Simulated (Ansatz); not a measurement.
## A convergence test on LaBiS2O (P4/nmm): wavefunction cutoff

Aim: see how gap, energy and time of LaBiS2O (P4/nmm) follow the wavefunction cutoff.

Main program and level: Ansatz 0.2.0; DFT, r2SCAN, plane waves, PAW; PAW set soft_1.

## Step 1: Starting point

Symmetry: P4/nmm, No. 129, tetragonal system. The conventional cell has a = 4.065 Å, b = 4.065 Å, c = 13.861 Å, α = 90.00°, β = 90.00°, γ = 90.00°. La has 4 O at 2.38 Å and 4 S at 3.20 Å nearest. Bi has 5 S at 2.48 to 2.89 Å nearest. S has 4 Bi at 2.89 Å nearest. S has 1 Bi at 2.48 Å and 4 La at 3.20 Å nearest. O has 4 La at 2.38 Å nearest. Farther neighbours and most contacts between anions are not listed.

Structure file:

```cif
data_structure
_symmetry_space_group_name_H-M 'P 1'
_symmetry_Int_Tables_number 1
_cell_length_a 4.0646
_cell_length_b 4.0646
_cell_length_c 13.8614
_cell_angle_alpha 90.000
_cell_angle_beta 90.000
_cell_angle_gamma 90.000
_cell_volume 229.00
loop_
_atom_site_label
_atom_site_type_symbol
_atom_site_fract_x
_atom_site_fract_y
_atom_site_fract_z
_atom_site_occupancy
La1 La 0.50000 0.00000 0.58924 1
La2 La 0.00000 0.50000 0.41076 1
Bi3 Bi 0.00000 0.50000 0.87006 1
Bi4 Bi 0.50000 0.00000 0.12994 1
S5 S 0.50000 0.00000 0.88843 1
S6 S 0.00000 0.50000 0.11157 1
S7 S 0.00000 0.50000 0.69097 1
S8 S 0.50000 0.00000 0.30903 1
O9 O 0.00000 0.00000 0.50000 1
O10 O 0.50000 0.50000 0.50000 1
```

Geometry: measured lattice cell, ions relaxed with r2SCAN; the structure entry is the Materials Project's. The runs that relaxed it are not among those shown. Spin-orbit coupling is left out unless a step names it.

## Step 2: Wavefunction cutoff: 220 eV

input.yaml

```yaml
crystal:
  lattice:
    - [4.0646, 0.0, 0.0]
    - [0.0, 4.0646, 0.0]
    - [0.0, 0.0, 13.8614]
  atoms:
    - { symbol: La, position: [0.5, 0.0, 0.5892440202] }
    - { symbol: La, position: [0.0, 0.5, 0.4107559798] }
    - { symbol: Bi, position: [0.0, 0.5, 0.8700576921] }
    - { symbol: Bi, position: [0.5, 0.0, 0.1299423079] }
    - { symbol: S, position: [0.5, 0.0, 0.8884349997] }
    - { symbol: S, position: [0.0, 0.5, 0.1115650003] }
    - { symbol: S, position: [0.0, 0.5, 0.6909721575] }
    - { symbol: S, position: [0.5, 0.0, 0.3090278425] }
    - { symbol: O, position: [0.0, 0.0, 0.5] }
    - { symbol: O, position: [0.5, 0.5, 0.5] }
kpoints:
  mp_grid: { grid: [6, 6, 2] }
  band_path:
    path:
      - [0.0, 0.0, 0.0]
      - [0.0, 0.5, 0.0]
      - [0.5, 0.5, 0.0]
      - [0.0, 0.0, 0.5]
      - [0.0, 0.5, 0.5]
      - [0.5, 0.5, 0.5]
      - [0.0, 0.45, 0.0]
    npoints: 1
hamiltonian:
  xc: r2scan
  pseudopotentials: { kind: paw, azcp: { folder: soft_1 } }
scf:
  occupations: { method: fermi_dirac, width: 0.02 }
  n_extra_bands: 7
  max_iter: 80
output:
  eigenvalues: true
  forces: true
  stress: true
  write_density: true
  write_potential: true
  elf: true
  volumetric_format: npy
basis:
  ecutwfc: 220.0
```

The run is started by

```sh
$ ansatz run input.yaml --threads 3 --pin off --max-ram 92160MiB --backend cuda --events-out ev --progress --plain --runs-dir out --devices 1 --max-vram 13GiB
```

Numbers of over 12 decimals in the logs are rounded to 6 here.

Log:

```text
Warning: basis.ecutwfc = 220 eV is below the records' recommended 500 eV, and the density's cutoff is lower with it unless basis.ecutrho_ratio is high enough to keep the records' density cutoff: compare with a run at a higher cutoff
scf.n_extra_bands = 7 over 44 filled bands (N_el = 88.0): the run solves 51 bands
GPUs: using 1 of 1 available (devices: 1).
Engine: ansatz 0.2.0, x86_64-unknown-linux-gnu
Pseudopotentials: kind: paw
Pseudopotential: La, paw, valence charge 11, recommended cutoff 500 eV (meta_gga), soft_1/La.paw.azcp
Pseudopotential: Bi, paw, valence charge 15, recommended cutoff 500 eV (meta_gga), soft_1/Bi.paw.azcp
Pseudopotential: S, paw, valence charge 6, recommended cutoff 500 eV (meta_gga), soft_1/S.paw.azcp
Pseudopotential: O, paw, valence charge 6, recommended cutoff 500 eV (meta_gga), soft_1/O.paw.azcp
Functional definition: r2SCAN
  parameter k0 = 0.174
  parameter k1 = 0.065
  parameter a1 = 4.9479
  exchange = r2scan_x(k0 = k0, k1 = k1, a1 = a1)
  correlation = r2scan_c
device memory: the entry about to start is reckoned to put 2.2 GiB on a device that reports 48.0 GiB free (of which the cap on the GPU budget leaves the run 13.0 GiB)
GPU FFT provider: cuFFT
GPU libraries: cuBLAS 13.8.2, cuFFT 12.4.0, cuSOLVER 12.3.4
Crystal: 10 atoms, lattice volume = 229.004 Å³
Basis set: ecut = 220 eV, 1653 PW (Γ), exchange–correlation on 80×80×288 points (64 copies of the dense FFT grid, shifted against one another)
Bands: 51, of which v1, the nominal top of the filled ones, is band 44 counted from 1 (43 counted from 0)
Symmetry: 16 space group operations
Space group: P4/nmm (ITA 129), of the structure as read, at distance tolerance 6.1e-5 Å
k-points: 20 of 72
Non-local potential: La, projectors of the file, l = 0: 3, l = 1: 2, l = 2: 2, l = 3: 3
Non-local potential: Bi, projectors of the file, l = 0: 2, l = 1: 2, l = 2: 2, l = 3: 1
Non-local potential: S, projectors of the file, l = 0: 2, l = 1: 2, l = 2: 1
Non-local potential: O, projectors of the file, l = 0: 2, l = 1: 2, l = 2: 1
PAW form: soft (Blöchl's): semilocal exchange-correlation on the pseudo side does not see the compensation charge
PAW frozen core: La, regenerated for the run's functional (the file was generated under x = pbe(κ = 0.804, μ = 0.219515), c = pbe(β = 0.066725))
PAW frozen core: Bi, regenerated for the run's functional (the file was generated under x = pbe(κ = 0.804, μ = 0.219515), c = pbe(β = 0.066725))
PAW frozen core: S, regenerated for the run's functional (the file was generated under x = pbe(κ = 0.804, μ = 0.219515), c = pbe(β = 0.066725))
PAW frozen core: O, regenerated for the run's functional (the file was generated under x = pbe(κ = 0.804, μ = 0.219515), c = pbe(β = 0.066725))
PAW one-centre angular grid: La, 974 points (default); XC on 160 Gauss nodes
PAW one-centre angular grid: Bi, 590 points (default); XC on 160 Gauss nodes
PAW one-centre angular grid: S, 302 points (default); XC on 160 Gauss nodes
PAW one-centre angular grid: O, 302 points (default); XC on 160 Gauss nodes
Initial density: superposition of atomic densities (chi_scale 0.1, normalization cell, long waves kept (reshape's long-wave potential 0.46 eV rms))
Initial wavefunctions: pseudopotential atomic-orbital guess
GPU buffer pool allocated for 28800 grid points (all kernels)
GPU transforms: local potential and band sums: pruned to the plane-wave sphere, on 20×20×72
Functional: x = r2scan, c = r2scan; τ floored in thin density (d = 2e-4 eV/Å³)
SCF iter   1: F=—  HF=-42119.243528 eV  |F-HF|=—  |Δ(HF+E_count)|=         —  Δρ=5.85e-2  dr2=9.69e0  dr2_τ=2.42e-1  ethr=3.10e-3  ⟨swp⟩=6.8  Hψ=4444  notcnv=0
preconditioner: auto → Resta (q_TF=auto, 2.326 Å⁻¹)  ε∞=4.5  [insulator: Δε(μ)=1.425 eV  Ē_g=10.218 eV  σ=0.020 eV  W_gap=1.00  n_scr=50 (ndim 8)  ℏωp=19.0 eV  f_vac=0.000  D(μ)=0.00/eV (n_scr^D=0)  ε∞_Penn≈4.5]
SCF iter   2: F=—  HF=-42118.137047 eV  |F-HF|=—  |Δ(HF+E_count)|=    1.11e0  Δρ=2.38e-2  dr2=1.89e0  dr2_τ=1.06e-1  ethr=3.10e-3  ⟨swp⟩=7.7  Hψ=7061  notcnv=0  defer=21
SCF iter   3: F=—  HF=-42118.033961 eV  |F-HF|=—  |Δ(HF+E_count)|=   1.03e-1  Δρ=1.29e-2  dr2=2.71e-1  dr2_τ=4.52e-2  ethr=2.14e-3  ⟨swp⟩=5.7  Hψ=4176  notcnv=0  defer=58
SCF iter   4: F=—  HF=-42118.023305 eV  |F-HF|=—  |Δ(HF+E_count)|=   1.07e-2  Δρ=3.54e-3  dr2=3.57e-2  dr2_τ=1.71e-3  ethr=3.08e-4  ⟨swp⟩=3.8  Hψ=1740  notcnv=0  defer=60
SCF iter   5: F=—  HF=-42118.028573 eV  |F-HF|=—  |Δ(HF+E_count)|=   5.27e-3  Δρ=9.43e-4  dr2=1.79e-3  dr2_τ=1.12e-4  ethr=4.06e-5  ⟨swp⟩=4.0  Hψ=1790  notcnv=0  defer=60
SCF iter   6: F=—  HF=-42118.029405 eV  |F-HF|=—  |Δ(HF+E_count)|=   8.32e-4  Δρ=1.56e-4  dr2=7.95e-5  dr2_τ=5.20e-6  ethr=2.03e-6  ⟨swp⟩=2.0  Hψ=1429  notcnv=0  defer=60
SCF iter   7: F=—  HF=-42118.029623 eV  |F-HF|=—  |Δ(HF+E_count)|=   2.18e-4  Δρ=4.19e-5  dr2=3.66e-6  dr2_τ=3.34e-7  ethr=9.03e-8  ⟨swp⟩=2.1  Hψ=1634  notcnv=0  defer=60
SCF iter   8: F=—  HF=-42118.029625 eV  |F-HF|=—  |Δ(HF+E_count)|=   1.54e-6  Δρ=9.43e-6  dr2=5.06e-7  dr2_τ=2.01e-8  ethr=4.16e-9  ⟨swp⟩=2.1  Hψ=1664  notcnv=0  defer=60
SCF iter   9: F=-42118.029625 eV  HF=-42118.029625 eV  |F-HF|=3.26e-8  |Δ(HF+E_count)|=   2.35e-8  Δρ=3.18e-6  dr2=5.40e-8  dr2_τ=4.04e-9  ethr=1.14e-10  ⟨swp⟩=29.4  Hψ=9861  notcnv=0
the search or the solves at the SCF's close seem to have found levels that the self-consistency loop had missed (the run counts 1). By its estimate they hold under 1e-12 electrons; where the run keeps them, the occupations were computed again with them
SCF 1 converged in 9 iterations: F = -42118.029625 eV  dr2 = 5.40e-8
[...]
device memory: the entry about to start is reckoned to put 2.2 GiB on a device that reports 42.3 GiB free (of which the cap on the GPU budget leaves the run 13.0 GiB)
NSCF: frozen V_eff on 7 k-points
SCF converged after 9 iterations
Free energy (F): -42118.029625 eV
Harris-Foulkes:  -42118.029625 eV  (|F-HF|=3.26e-8)
Internal energy: -42118.029625 eV  (E = F + TS)
E sigma→0 (E₀):  -42118.029625 eV
Fermi energy:    8.397815 eV
--- Per-component energies (eV) ---
  E_band       = -371.781926
  E_kinetic    = 1671.626236
  E_local      = -5071.734979  (includes V_loc(G=0)·N_el)
  E_nonlocal   = 1190.017819
  E_hartree    = 1906.790854
  E_xc         = -1044.891747
  E_vxc        = -1179.924341  (∫ρ·V_xc dr)
  E_paw        = -35031.803675  (= ΣΔE_a)
  E_vpaw       = -861.260341  (= ΣTr[D̂ρ^β])
  E_aug_tail   = 0.014366  (compensation charges beyond the density's cutoff)
  E_vtau       = 65.893302  (kinetic-family band-sum trace: ∫τ·v_τ [+ j·A + Jᵃ·Aᵃ] dr)
  E_ewald      = -5739.432719
  E_core_change = 1.384220  (= ΣΔE_core)
  E_smearing   = -0.000000  (= −TS)
  E_closure    = 0.000000  (closes the sum)
  Σ components = -42118.029625   (vs F -42118.029625, Δ=0.00e0)
--- Forces (eV/Å), atoms counted from 1 ---
  atom   1  La    -0.00000000    -0.00000000     0.13088280
  atom   2  La    -0.00000000     0.00000000    -0.13088280
  atom   3  Bi     0.00000000     0.00000000     0.01030587
  atom   4  Bi     0.00000000     0.00000000    -0.01030587
  atom   5  S      0.00000000     0.00000000     0.03537473
  atom   6  S      0.00000000    -0.00000000    -0.03537473
  atom   7  S     -0.00000000     0.00000000     0.02214220
  atom   8  S      0.00000000     0.00000000    -0.02214220
  atom   9  O      0.00000000    -0.00000000    -0.00000000
  atom  10  O      0.00000000    -0.00000000     0.00000000
  max |Σ_I F_I| component: 3.99e-27 eV/Å
--- Stress (GPa, compression-positive) ---
        0.662434       0.000000       0.000000
        0.000000       0.662434       0.000000
        0.000000       0.000000       1.306818
  P = ⅓ Tr σ = 0.8772 GPa (8.772 kbar)
--- Band table (eV; the first three rows and the last of 20) ---
  k-point 0: bands = [... 40 lower, 7.3120, 7.3120, 7.7689, 7.7689, 11.9218, 12.0682, 12.1841, 12.8155, ... 3 higher]
  k-point 1: bands = [... 40 lower, 7.3315, 7.5459, 7.7415, 7.7415, 11.8859, 11.9777, 12.1517, 12.5340, ... 3 higher]
  k-point 2: bands = [... 40 lower, 7.1997, 7.2258, 7.6347, 7.6620, 11.4985, 11.9315, 11.9329, 12.1020, ... 3 higher]
  k-point 19: bands = [... 40 lower, 6.7805, 6.7805, 6.8682, 6.8682, 12.1621, 12.1621, 12.9969, 12.9969, ... 3 higher]
```

The job ended after 6.6 s (1 × NVIDIA H100 80GB HBM3 (shared by 6 runs) with 3 threads of AMD EPYC 7R13 (Zen 3), shared host; peak memory 1 GiB).

The column dr2 measures how far the density is from self-consistency, as an energy; F and HF (Harris–Foulkes) agree once it is small.

Numbers from this step:

| Item | Value |
| --- | --- |
| pressure | 0.8772 GPa |
| gap | 1.260 eV |
| valence top at | k = (0.000, 0.450, 0.000) |
| conduction bottom at | k = (0.000, 0.450, 0.000) |
| least direct gap | 1.260 eV |

The gap is direct, at (0.000, 0.450, 0.000).

## Step 3: Wavefunction cutoff: 350 eV

input.yaml: that of step 2 with these lines changed.

```diff
@@ -32,3 +32,3 @@
 scf:
-  occupations: { method: fermi_dirac, width: 0.02 }
+  occupations: { method: fixed }
   n_extra_bands: 7
@@ -39,7 +39,3 @@
   stress: true
-  write_density: true
-  write_potential: true
-  elf: true
-  volumetric_format: npy
 basis:
-  ecutwfc: 220.0
+  ecutwfc: 350.0
```

Log:

```text
[...]
GPUs: using 1 of 1 available (devices: 1).
[...]
GPU FFT provider: cuFFT
GPU libraries: cuBLAS 13.8.2, cuFFT 12.4.0, cuSOLVER 12.3.4
Crystal: 10 atoms, lattice volume = 229.004 Å³
Basis set: ecut = 350 eV, 3427 PW (Γ), exchange–correlation on 100×100×360 points (64 copies of the dense FFT grid, shifted against one another)
[...]
k-point 0: bands = [... 40 lower, 7.2348, 7.2348, 7.6683, 7.6683, 11.6909, 11.9449, 12.0335, 12.2256, ... 3 higher]
  k-point 1: bands = [... 40 lower, 7.2548, 7.4728, 7.6571, 7.6571, 11.7114, 11.7703, 11.9566, 12.1689, ... 3 higher]
  k-point 2: bands = [... 40 lower, 7.1283, 7.1635, 7.5542, 7.5679, 11.3475, 11.7342, 11.7724, 11.9232, ... 3 higher]
  k-point 19: bands = [... 40 lower, 6.6475, 6.6475, 6.8113, 6.8113, 11.9822, 11.9822, 12.7049, 12.7049, ... 3 higher]
[key lines of the parts left out:]
SCF converged after 9 iterations
Free energy (F): -42130.972834 eV
Fermi energy:    7.758368 eV
P = ⅓ Tr σ = 0.1863 GPa (1.863 kbar)
```

Elapsed: 11 s, on 1 × NVIDIA H100 80GB HBM3 (shared by 6 runs) with 3 threads; peak memory 1.1 GiB; 8.2 s of CPU time.

Numbers from this step:

```
pressure             : 0.1863 GPa
gap                  : 1.109 eV
valence top at       : k = (0.000, 0.450, 0.000)
conduction bottom at : X
least direct gap     : 1.127 eV
```

The gap is 1.109 eV, −0.151 eV from the run before at this level.

## Step 4: Wavefunction cutoff: 500 eV (the default)

input.yaml, the sections that differ from step 3:

```yaml
kpoints:
  mp_grid: { grid: [6, 6, 2] }
  band_path:
    path:
      - [[0.0, 0.0, 0.0], [0.0, 0.5, 0.0], [0.5, 0.5, 0.0], [0.0, 0.0, 0.0], [0.0, 0.0, 0.5], [0.0, 0.5, 0.5], [0.5, 0.5, 0.5], [0.0, 0.0, 0.5]]
      - [[0.0, 0.5, 0.0], [0.0, 0.5, 0.5]]
      - [[0.5, 0.5, 0.0], [0.5, 0.5, 0.5]]
    npoints: 10
scf:
  occupations: { method: fermi_dirac, width: 0.02 }
  n_extra_bands: 7
output:
  eigenvalues: true
  forces: true
  stress: true
  write_density: true
  write_potential: true
  elf: true
  volumetric_format: npy
# crystal, hamiltonian: as in step 3
# basis: removed
```

Log:

```text
[...]
GPUs: using 1 of 1 available (devices: 1).
[...]
GPU FFT provider: cuFFT
GPU libraries: cuBLAS 13.8.2, cuFFT 12.4.0, cuSOLVER 12.3.4
Crystal: 10 atoms, lattice volume = 229.004 Å³
Basis set: ecut = 500 eV, 5867 PW (Γ), exchange–correlation on 120×120×432 points (64 copies of the dense FFT grid, shifted against one another)
[...]
k-point 0: bands = [... 40 lower, 7.2339, 7.2339, 7.6687, 7.6687, 11.6910, 11.9443, 12.0331, 12.2263, ... 3 higher]
  k-point 1: bands = [... 40 lower, 7.2538, 7.4730, 7.6574, 7.6574, 11.7114, 11.7698, 11.9558, 12.1685, ... 3 higher]
  k-point 2: bands = [... 40 lower, 7.1275, 7.1631, 7.5543, 7.5680, 11.3466, 11.7327, 11.7715, 11.9228, ... 3 higher]
  k-point 19: bands = [... 40 lower, 6.6465, 6.6465, 6.8111, 6.8111, 11.9819, 11.9819, 12.7061, 12.7061, ... 3 higher]
[key lines of the parts left out:]
SCF converged after 10 iterations
Free energy (F): -42131.101700 eV
Fermi energy:    8.325870 eV
P = ⅓ Tr σ = 0.1638 GPa (1.638 kbar)
```

Run time: 11 s. Hardware: 1 × NVIDIA H100 80GB HBM3 (shared by 6 runs) with 3 threads; peak memory 1.4 GiB; 18 s of CPU time.

This step gave:

* pressure: 0.1638 GPa
* gap: 1.109 eV
* valence top at: k = (0.000, 0.450, 0.000)
* conduction bottom at: X
* least direct gap: 1.127 eV

The gap is 1.109 eV, as in the run before at this level.

## Step 5: Wavefunction cutoff: 750 eV

input.yaml, the sections that differ from step 4:

```yaml
kpoints:
  mp_grid: { grid: [6, 6, 2] }
  band_path:
    path:
      - [0.0, 0.0, 0.0]
      - [0.0, 0.5, 0.0]
      - [0.5, 0.5, 0.0]
      - [0.0, 0.0, 0.5]
      - [0.0, 0.5, 0.5]
      - [0.5, 0.5, 0.5]
      - [0.0, 0.45, 0.0]
    npoints: 1
scf:
  occupations: { method: fixed }
  n_extra_bands: 7
  max_iter: 80
basis:
  ecutwfc: 750.0
# crystal, hamiltonian, output: as in step 4
```

Log:

```text
[...]
GPUs: using 1 of 1 available (devices: 1).
[...]
GPU FFT provider: cuFFT
GPU libraries: cuBLAS 13.8.2, cuFFT 12.4.0, cuSOLVER 12.3.4
Crystal: 10 atoms, lattice volume = 229.004 Å³
Basis set: ecut = 750 eV, 10609 PW (Γ), exchange–correlation on 160×160×500 points (64 copies of the dense FFT grid, shifted against one another)
[...]
k-point 0: bands = [... 40 lower, 7.2338, 7.2338, 7.6688, 7.6688, 11.6909, 11.9441, 12.0330, 12.2261, ... 3 higher]
  k-point 1: bands = [... 40 lower, 7.2537, 7.4730, 7.6574, 7.6574, 11.7113, 11.7697, 11.9556, 12.1683, ... 3 higher]
  k-point 2: bands = [... 40 lower, 7.1274, 7.1629, 7.5544, 7.5680, 11.3465, 11.7326, 11.7714, 11.9226, ... 3 higher]
  k-point 19: bands = [... 40 lower, 6.6470, 6.6470, 6.8111, 6.8111, 11.9817, 11.9817, 12.7058, 12.7058, ... 3 higher]
[key lines of the parts left out:]
SCF converged after 10 iterations
Free energy (F): -42131.117563 eV
Fermi energy:    7.758106 eV
P = ⅓ Tr σ = 0.1564 GPa (1.564 kbar)
```

It took 17 s on 1 × NVIDIA H100 80GB HBM3 (shared by 6 runs) with 3 threads; peak memory 1.7 GiB.

This step gave:

```yaml
pressure: 0.1564 GPa
gap: 1.109 eV
valence_top_at: k = (0.000, 0.450, 0.000)
conduction_bottom_at: X
least_direct_gap: 1.127 eV
```

The gap is 1.109 eV, as in the run before at this level.

## Step 6: The series

Differences are against the last row; a negative gap means that bands overlap, and a run with a band path holds that path's time. Times are wall times on 1 × NVIDIA H100 80GB HBM3 (shared by 6 runs) with 3 threads of AMD EPYC 7R13 (Zen 3), shared host, good to a factor of about two.

| wavefunction cutoff | gap (eV) | direct gap (eV) | gap error (eV) | energy error (meV/atom) | irreducible k | time |
| --- | --- | --- | --- | --- | --- | --- |
| 220 eV | 1.260 | 1.260 | +0.151 | +1308.8 | 20 | 6.6 s |
| 350 eV | 1.109 | 1.127 | +0.001 | +14.5 | 20 | 11 s |
| 500 eV | 1.109 | 1.127 | +0.0001 | +1.6 | 20 | 11 s |
| 750 eV | 1.109 | 1.127 | +0.000 | +0.0 | 20 | 17 s |

## Step 7: Summary of results

| Item | Value |
| --- | --- |
| 220 eV | 1.260 eV |
| 350 eV | 1.109 eV |
| 500 eV | 1.109 eV |
| 750 eV | 1.109 eV |

In words: The gap holds to 0.02 eV from 350 eV on. At 220 eV the gap is off by +0.151 eV and the energy by +1309 meV/atom.

[Paths, hosts, dates, memory and timing lines, banners, echoed tables and standing remarks are left out of the program output.]

[Logs are printed without paths, hosts, clocks, repeated set-up lines and the standing remarks that a program may print on its own settings, such as how far it seeks lower states.]

[Runs of the session that timed out or met a known fault of the program may be left out.]

[Cells called generated may have been cut or substituted from an entry of the Crystallography Open Database or the Materials Project.]

[Hosts, paths, dates, database ids (printed as entryN), source tags and the programs' standing remarks are cut or masked in the printed files.]
